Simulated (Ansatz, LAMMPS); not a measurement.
## Structural relaxation of amorphous HfO2 at 7.64 g/cm^3 (84 atoms)

Aim: bring amorphous HfO2 at 7.64 g/cm^3 (84 atoms) to a nearby minimum of the energy and see what moves.

Method: Kohn-Sham DFT, PBE, PAW (set soft_2), plane waves, in Ansatz 0.2.0.

**1. The starting structure**

The cell holds 84 atoms: 28 Hf and 56 O. Cell: a = 10.861 Å, b = 10.861 Å, c = 10.861 Å, α = 90.0°, β = 90.0°, γ = 90.0°. 84 atoms (28 Zr, 56 O) placed at random at 4.47 g/cm³, melted at 5000 K for 10 ps at fixed volume with the Morse and Coulomb pair potential with partial charges (Pedone, Malavasi, Menziani, Cormack and Segre, J. Phys. Chem. B 110, 11780 (2006)). Quenched from 5000 K to 300 K at 50 K/ps and fixed volume, held 5 ps, then minimised at fixed cell. Then Zr was replaced by Hf at the same volume (the potential has no terms for Hf, so the cell is a start for a DFT relaxation). The density is one point of a scan and needn't be that of the real material.

Limits known from the start: The quench rate of 50 K/ps far exceeds what a furnace or splat quench reaches, so expect more defects and frozen-in strain than in a real sample. The starting topology of bonds comes from the classical model. Only the Γ point is sampled in the main run, in a cell whose shortest periodic width is 11 Å. Spin–orbit coupling is left out, which matters for the levels of the heavy elements.

**2. Making the structure**

A classical potential supplies the starting structure, since it reaches far longer times than DFT.

This step: classical MD, Morse and Coulomb pair potential with partial charges (Pedone, Malavasi, Menziani, Cormack and Segre, J. Phys. Chem. B 110, 11780 (2006)) (LAMMPS 22 Jul 2025 - Update 4).

Contents of in.lmp:

```
# melt-quench of Zr28O56
units metal
atom_style charge
boundary p p p
region box block 0 10.8609 0 10.8609 0 10.8609
create_box 2 box
mass 1 91.2240   # Zr
mass 2 15.9990   # O
create_atoms 1 random 28 35088 NULL overlap 1.5 maxtry 2000
create_atoms 2 random 56 35095 NULL overlap 1.5 maxtry 2000
pair_style hybrid/overlay pedone 5.5 coul/long 8.0
pair_coeff * * coul/long
pair_coeff 1 2 pedone 0.206237 2.479675 2.436997 1   # Zr-O
pair_coeff 2 2 pedone 0.042395 1.379316 3.618701 22   # O-O
set type 1 charge 2.4
set type 2 charge -1.2
kspace_style pppm 1.0e-4
neigh_modify delay 0 every 1 check yes
thermo_style custom step time temp pe press density
thermo_modify norm yes
timestep 0.002
thermo 100
min_style cg
minimize 1e-4 1e-4 200 2000
reset_timestep 0
velocity all create 5000 35089 mom yes dist gaussian
fix lim all nve/limit 0.05
fix lan all langevin 5000 5000 0.2 35090 zero yes
thermo 500
run 1000 post no
unfix lim
unfix lan
thermo 833
fix md all nvt temp 5000 5000 0.2
run 5000 post no
unfix md
thermo 4700
fix md all nvt temp 5000 300 0.2
run 47000 post no
unfix md
thermo 1250
fix md all nvt temp 300 300 0.2
run 2500 post no
unfix md
thermo 100
min_style cg
minimize 0 1e-3 2000 20000
write_dump all custom glass.dump id type xs ys zs modify sort id
```

The run is started by

```bash
> lmp -in in.lmp -log none -nocite
```

Numbers of over 12 decimals in the logs are rounded to 6 here.

Output:

```text
LAMMPS (22 Jul 2025 - Update 4)
Created orthogonal box = (0 0 0) to (10.8609 10.8609 10.8609)
Created 28 atoms
Created 56 atoms
PPPM initialization ...
  G vector (1/distance) = 0.38276605
  grid = 12 12 12
  estimated relative force accuracy = 6.2446619e-05
   Step          Time           Temp          PotEng         Press         Density
         0   0              0              0.80001001     1099193.3      4.4719599
        83   0.166          0             -14.943329     -7779.1657      4.4719599
Loop time of 0.301167 s on 1 MPI rank(s) for 83 steps with 84 atoms
Minimization stats:
  Stopping criterion = energy tolerance
[... 36 lines left out ...]
     55000   110            268.95342     -15.097858     -129014.03      4.4719599
     55500   111            297.2068      -15.097978     -118143.95      4.4719599
Loop time of 6.71915 s on 1 MPI rank(s) for 2500 steps with 84 atoms
   Step          Time           Temp          PotEng         Press         Density
     55500   111            297.2068      -15.097978     -118143.95      4.4719599
     55515   111.03         297.2068      -15.13636      -125177.34      4.4719599
Loop time of 0.155773 s on 1 MPI rank(s) for 15 steps with 84 atoms
Minimization stats:
  Stopping criterion = linesearch alpha is zero
  Energy initial, next-to-last, final =
     -15.0979775256657  -15.1363603605281  -15.1363603605281
  Force two-norm initial, final = 11.301823 0.44670281
  Iterations, force evaluations = 15 63
```

Elapsed: 2.1 min, on 1 thread of Intel Xeon at 2.80GHz (Skylake/Cascade Lake), shared host; peak memory 0.63 GiB.

**3. Single point at the start**

The forces at the start show how far the geometry lies from a minimum of this functional.

Contents of input.yaml:

```yaml
crystal:
  lattice:
    - [10.8609, 0.0, 0.0]
    - [0.0, 10.8609, 0.0]
    - [0.0, 0.0, 10.8609]
  atoms:
    - { symbol: Hf, position: [0.03393, 0.1916, 0.42394] }
    - { symbol: Hf, position: [0.82332, 0.3875, 0.20041] }
    - { symbol: Hf, position: [0.56426, 0.47432, 0.59575] }
    - { symbol: Hf, position: [0.56029, 0.83456, 0.58428] }
    - { symbol: Hf, position: [0.84993, 0.93314, 0.55412] }
    - { symbol: Hf, position: [0.19294, 0.90644, 0.0782] }
    - { symbol: Hf, position: [0.4978, 0.55708, 0.18542] }
    - { symbol: Hf, position: [0.30877, 0.32111, 0.39604] }
    - { symbol: Hf, position: [0.63261, 0.11282, 0.0976] }
    - { symbol: Hf, position: [0.40862, 0.34754, 0.90525] }
    - { symbol: Hf, position: [0.17356, 0.62243, 0.27677] }
    - { symbol: Hf, position: [0.75817, 0.66087, 0.34443] }
    - { symbol: Hf, position: [0.92673, 0.99787, 0.8896] }
    - { symbol: Hf, position: [0.95716, 0.694, 0.06123] }
    - { symbol: Hf, position: [0.68318, 0.80476, 0.01018] }
    - { symbol: Hf, position: [0.14975, 0.20304, 0.71622] }
    - { symbol: Hf, position: [0.95926, 0.92544, 0.27799] }
    - { symbol: Hf, position: [0.18586, 0.54457, 0.58208] }
    - { symbol: Hf, position: [0.4686, 0.84836, 0.29776] }
    - { symbol: Hf, position: [0.85475, 0.4085, 0.56699] }
    - { symbol: Hf, position: [0.12996, 0.20328, 0.08396] }
    - { symbol: Hf, position: [0.14628, 0.4976, 0.91544] }
    - { symbol: Hf, position: [0.88759, 0.68643, 0.7302] }
    - { symbol: Hf, position: [0.66714, 0.50756, 0.90733] }
    - { symbol: Hf, position: [0.647, 0.15309, 0.40986] }
    - { symbol: Hf, position: [0.39967, 0.71788, 0.80728] }
    - { symbol: Hf, position: [0.18283, 0.86277, 0.56229] }
    - { symbol: Hf, position: [0.40544, 0.02789, 0.89034] }
    - { symbol: O, position: [0.2617, 0.07422, 0.01491] }
    - { symbol: O, position: [0.70447, 0.22901, 0.23748] }
    - { symbol: O, position: [0.12594, 0.58549, 0.08794] }
    - { symbol: O, position: [0.05418, 0.03484, 0.15308] }
    - { symbol: O, position: [0.54309, 0.4169, 0.7799] }
    - { symbol: O, position: [0.5018, 0.18998, 0.97823] }
    - { symbol: O, position: [0.37464, 0.45395, 0.54232] }
    - { symbol: O, position: [0.56106, 0.95583, 0.99736] }
    - { symbol: O, position: [0.07563, 0.9796, 0.43246] }
    - { symbol: O, position: [0.16884, 0.22725, 0.28239] }
    - { symbol: O, position: [0.6001, 0.75601, 0.40629] }
    - { symbol: O, position: [0.38769, 0.42438, 0.25818] }
    - { symbol: O, position: [0.3597, 0.67307, 0.25431] }
    - { symbol: O, position: [0.32417, 0.55108, 0.87348] }
    - { symbol: O, position: [0.67129, 0.5125, 0.25306] }
    - { symbol: O, position: [0.86131, 0.81397, 0.39862] }
    - { symbol: O, position: [0.58681, 0.01098, 0.26294] }
    - { symbol: O, position: [0.57122, 0.68657, 0.89799] }
    - { symbol: O, position: [0.46924, 0.21892, 0.41337] }
    - { symbol: O, position: [0.39167, 0.868, 0.48363] }
    - { symbol: O, position: [0.00098, 0.61593, 0.87749] }
    - { symbol: O, position: [0.74988, 0.37979, 0.02133] }
    - { symbol: O, position: [0.18088, 0.0131, 0.6822] }
    - { symbol: O, position: [0.19667, 0.23362, 0.5272] }
    - { symbol: O, position: [0.32159, 0.91931, 0.21133] }
    - { symbol: O, position: [0.74617, 0.78685, 0.63302] }
    - { symbol: O, position: [0.03986, 0.86063, 0.97436] }
    - { symbol: O, position: [0.77923, 0.63179, 0.00864] }
    - { symbol: O, position: [0.2308, 0.34334, 0.99091] }
    - { symbol: O, position: [0.98553, 0.5504, 0.60607] }
    - { symbol: O, position: [0.66107, 0.99496, 0.5241] }
    - { symbol: O, position: [0.72886, 0.54302, 0.49713] }
    - { symbol: O, position: [0.24728, 0.70665, 0.68077] }
    - { symbol: O, position: [0.97776, 0.2612, 0.60315] }
    - { symbol: O, position: [0.05382, 0.1501, 0.88925] }
    - { symbol: O, position: [0.31619, 0.84409, 0.93634] }
    - { symbol: O, position: [0.4674, 0.89681, 0.74722] }
    - { symbol: O, position: [0.90204, 0.34176, 0.38381] }
    - { symbol: O, position: [0.824, 0.82464, 0.8727] }
    - { symbol: O, position: [0.79244, 0.05151, 0.0141] }
    - { symbol: O, position: [0.33298, 0.19852, 0.79828] }
    - { symbol: O, position: [0.90312, 0.58509, 0.23227] }
    - { symbol: O, position: [0.17311, 0.47046, 0.40002] }
    - { symbol: O, position: [0.57739, 0.73742, 0.16272] }
    - { symbol: O, position: [0.98524, 0.32099, 0.12162] }
    - { symbol: O, position: [0.86939, 0.07072, 0.39812] }
    - { symbol: O, position: [0.87619, 0.03098, 0.7119] }
    - { symbol: O, position: [0.83686, 0.82817, 0.14809] }
    - { symbol: O, position: [0.99558, 0.81879, 0.63241] }
    - { symbol: O, position: [0.51118, 0.46749, 0.02049] }
    - { symbol: O, position: [0.77512, 0.52105, 0.7434] }
    - { symbol: O, position: [0.16701, 0.70227, 0.45229] }
    - { symbol: O, position: [0.5082, 0.6563, 0.64977] }
    - { symbol: O, position: [0.68222, 0.31302, 0.54126] }
    - { symbol: O, position: [0.16062, 0.41079, 0.7396] }
    - { symbol: O, position: [0.08276, 0.7873, 0.2046] }
kpoints:
  mp_grid: { grid: [1, 1, 1] }
hamiltonian:
  xc: pbe
scf:
  occupations: { method: fermi_dirac, width: 0.025 }
output:
  forces: true
```

The run is started by

```bash
> ansatz run input.yaml --threads 4 --pin off --max-ram 8192MiB --backend cpu --events-out ev --progress --plain --runs-dir out
```

Output:

```text
Engine: ansatz 0.2.0, x86_64-unknown-linux-gnu
Pseudopotentials: kind: paw
Pseudopotential: Hf, paw, valence charge 26, recommended cutoff 420 eV (normal), Hf.paw.azcp
Pseudopotential: O, paw, valence charge 6, recommended cutoff 420 eV (normal), O.paw.azcp
Functional definition: PBE
  parameter kappa = 0.804
  parameter beta = 0.066725
  exchange = pbe_x(kappa = kappa, mu = beta*pi^2/3)
  correlation = pbe_c(beta = beta)
Crystal: 84 atoms, lattice volume = 1281.143 Å³
Basis set: ecut = 420 eV, 25173 PW (Γ), exchange–correlation on 150×150×150 points (8 copies of the dense FFT grid, shifted against one another)
Bands: 616, of which v1, the nominal top of the filled ones, is band 532 counted from 1 (531 counted from 0)
Symmetry: 1 space group operations
Space group: P1 (ITA 1), of the structure as read, at distance tolerance 1.1e-4 Å
k-points: 1
Non-local potential: Hf, projectors of the file, l = 0: 3, l = 1: 2, l = 2: 2, l = 3: 3
Non-local potential: O, projectors of the file, l = 0: 2, l = 1: 2, l = 2: 1
PAW form: soft (Blöchl's): semilocal exchange-correlation on the pseudo side does not see the compensation charge
PAW one-centre angular grid: Hf, 590 points (default); XC on 64 Gauss nodes
PAW one-centre angular grid: O, 110 points (default); XC on 64 Gauss nodes
Initial density: superposition of atomic densities (neutral atoms: chi_scale 0, normalization atom), corrected by the library's trained network
Initial wavefunctions: pseudopotential atomic-orbital guess
Functional: x = pbe(κ = 0.804, μ = 0.219515), c = pbe(β = 0.066725)
SCF iter   1: F=—  HF=-472104.717380 eV  |F-HF|=—  |Δ(HF+E_count)|=         —  Δρ=3.84e-3  dr2=1.93e-1  ethr=1.77e-3  ⟨swp⟩=5.0  Hψ=1909  notcnv=0  defer=50
preconditioner: auto → Resta (q_TF=auto, 2.645 Å⁻¹)  ε∞=4.8  [insulator: Δε(μ)=3.134 eV  Ē_g=16.820 eV  σ=0.025 eV  W_gap=1.00  n_scr=388 (ndim 8)  ℏωp=32.9 eV  f_vac=0.183  D(μ)=0.00/eV (n_scr^D=0)  ε∞_Penn≈4.8]
SCF iter   2: F=—  HF=-472104.704780 eV  |F-HF|=—  |Δ(HF+E_count)|=   1.26e-2  Δρ=1.92e-3  dr2=3.84e-2  ethr=1.82e-5  ⟨swp⟩=2.0  Hψ=1134  notcnv=0  defer=80
SCF iter   3: F=—  HF=-472104.707285 eV  |F-HF|=—  |Δ(HF+E_count)|=   2.50e-3  Δρ=8.90e-4  dr2=1.33e-2  ethr=3.61e-6  ⟨swp⟩=2.0  Hψ=901  notcnv=0  defer=80
SCF iter   4: F=—  HF=-472104.709902 eV  |F-HF|=—  |Δ(HF+E_count)|=   2.62e-3  Δρ=2.52e-4  dr2=1.51e-3  ethr=1.25e-6  ⟨swp⟩=2.0  Hψ=1044  notcnv=0  defer=80
SCF iter   5: F=—  HF=-472104.710288 eV  |F-HF|=—  |Δ(HF+E_count)|=   3.86e-4  Δρ=1.67e-4  dr2=5.22e-4  ethr=1.42e-7  ⟨swp⟩=2.0  Hψ=1068  notcnv=0  defer=80
SCF iter   6: F=—  HF=-472104.710557 eV  |F-HF|=—  |Δ(HF+E_count)|=   2.69e-4  Δρ=6.77e-5  dr2=9.34e-5  ethr=4.91e-8  ⟨swp⟩=2.0  Hψ=1040  notcnv=0  defer=80
SCF iter   7: F=—  HF=-472104.707333 eV  |F-HF|=—  |Δ(HF+E_count)|=   3.22e-3  Δρ=5.05e-5  dr2=3.82e-5  ethr=8.78e-9  ⟨swp⟩=2.0  Hψ=1127  notcnv=0  defer=80
SCF iter   8: F=—  HF=-472104.707339 eV  |F-HF|=—  |Δ(HF+E_count)|=   6.89e-6  Δρ=1.57e-5  dr2=4.63e-6  ethr=3.59e-9  ⟨swp⟩=2.0  Hψ=1025  notcnv=0  defer=80
SCF iter   9: F=—  HF=-472104.707343 eV  |F-HF|=—  |Δ(HF+E_count)|=   3.48e-6  Δρ=9.65e-6  dr2=1.25e-6  ethr=4.35e-10  ⟨swp⟩=2.0  Hψ=1067  notcnv=0  defer=80
SCF iter  10: F=—  HF=-472104.707343 eV  |F-HF|=—  |Δ(HF+E_count)|=   1.64e-7  Δρ=5.02e-6  dr2=3.43e-7  ethr=1.17e-10  ⟨swp⟩=2.0  Hψ=1062  notcnv=0  defer=80
SCF iter  11: F=-472104.707343 eV  HF=-472104.707343 eV  |F-HF|=5.53e-9  |Δ(HF+E_count)|=   1.07e-7  Δρ=2.11e-6  dr2=7.17e-8  ethr=9.40e-12  ⟨swp⟩=4.0  Hψ=2048  notcnv=0
SCF 1 converged in 11 iterations: F = -472104.707343 eV  dr2 = 7.17e-8
  greatest PAW one-centre occupation: 0.999 electrons in one spin orbital (limit 2), on the Hf atom at site 25 (counted from 0), in its partial waves of l = 0
SCF converged after 11 iterations
Free energy (F): -472104.707343 eV
Harris-Foulkes:  -472104.707343 eV  (|F-HF|=5.53e-9)
Internal energy: -472104.707343 eV  (E = F + TS)
E sigma→0 (E₀):  -472104.707343 eV
Fermi energy:    11.277711 eV
--- Per-component energies (eV) ---
  E_band       = -5318.511681
  E_kinetic    = 21350.488018
  E_local      = -215819.916359  (includes V_loc(G=0)·N_el)
  E_nonlocal   = -32145.678140
  E_hartree    = 97961.399895
  E_xc         = -12454.092323
  E_vxc        = -12619.139039  (∫ρ·V_xc dr)
  E_paw        = -202761.095102  (= ΣΔE_a)
  E_vpaw       = 37992.819289  (= ΣTr[D̂ρ^β])
  E_aug_tail   = 0.136696  (compensation charges beyond the density's cutoff)
  E_ewald      = -128235.950028
  E_smearing   = -0.000000  (= −TS)
  E_closure    = -0.000000  (closes the sum)
  Σ components = -472104.707343   (vs F -472104.707343, Δ=0.00e0)
--- Forces (eV/Å), atoms counted from 1 ---
  atom   1  Hf    -0.15394988     0.55011380     0.36591729
  atom   2  Hf     0.58469646    -0.22971584    -1.69643102
  atom   3  Hf    -1.17160839     0.04050599     0.60115880
  atom   4  Hf    -0.28565847     0.07369713    -0.30820749
  atom   5  Hf     0.18530953     0.48355405     1.41448931
  atom   6  Hf     1.67529794     0.50890060    -0.06048271
  atom   7  Hf     0.01394698    -1.70698970     0.19924703
  atom   8  Hf     1.60269323    -0.11122261    -0.73380251
  atom   9  Hf     1.15142946    -0.85702279    -0.39471012
  atom  10  Hf     0.01414665    -0.33697814    -0.16972707
  atom  11  Hf     1.50823850     0.00479149     0.95178928
  atom  12  Hf    -0.48695700    -0.19832905     0.36572224
  atom  13  Hf    -1.06854304     0.31503685    -0.36060290
  atom  14  Hf    -0.73240637     0.39234731    -0.31477646
[...]
atom  83  O     -0.03273234     0.15723277     0.07669729
  atom  84  O     -0.07998734    -0.03135348     0.83349548
  max |Σ_I F_I| component: 1.90e-4 eV/Å
```

Wall time 33 s (4 threads of Intel Xeon at 2.70GHz, shared host); peak memory 2.2 GiB.

In the SCF lines HF is the Harris–Foulkes energy and dr2 the Hartree energy of the density residual, in eV; the loop may stop once dr2 is under the threshold and the program's other checks hold. Hψ counts applications of the Hamiltonian.

Numbers from this run:

```
free energy            : -472104.7073 eV
free energy per atom   : -5620.2941 eV/atom
SCF cycles             : 11
r.m.s. force component : 0.5302 eV/Å
longest force          : 2.289 eV/Å
Fermi energy           : 11.28 eV
```

The r.m.s. force component of 0.53 eV/Å sets the starting point.

Neighbours are counted within 2.82 Å (O-Hf).

Length of the force by element and coordination:

| element | coordination | atoms | mean length of the force (eV/Å) | spread | least | most |
| --- | --- | --- | --- | --- | --- | --- |
| Hf | all | 28 | 1.24 | 0.547 | 0.378 | 2.29 |
| Hf | 5 | 7 | 1.38 | 0.360 | 0.640 | 1.78 |
| Hf | 6 | 20 | 1.21 | 0.600 | 0.378 | 2.29 |
| Hf | 7 | 1 | 0.888 | 0 | 0.888 | 0.888 |
| O | all | 56 | 0.517 | 0.274 | 0.0777 | 1.10 |
| O | 2 | 8 | 0.698 | 0.174 | 0.446 | 1.05 |
| O | 3 | 46 | 0.484 | 0.276 | 0.0777 | 1.10 |
| O | 4 | 2 | 0.556 | 0.281 | 0.275 | 0.838 |

(Part 1 of 4 ends here.)

[Logs are printed without paths, hosts, clocks, repeated set-up lines and the standing remarks that a program may print on its own settings, such as how far it seeks lower states.]

[Hosts, paths, dates, database ids (printed as entryN), source tags and the programs' standing remarks are cut or masked in the printed files.]
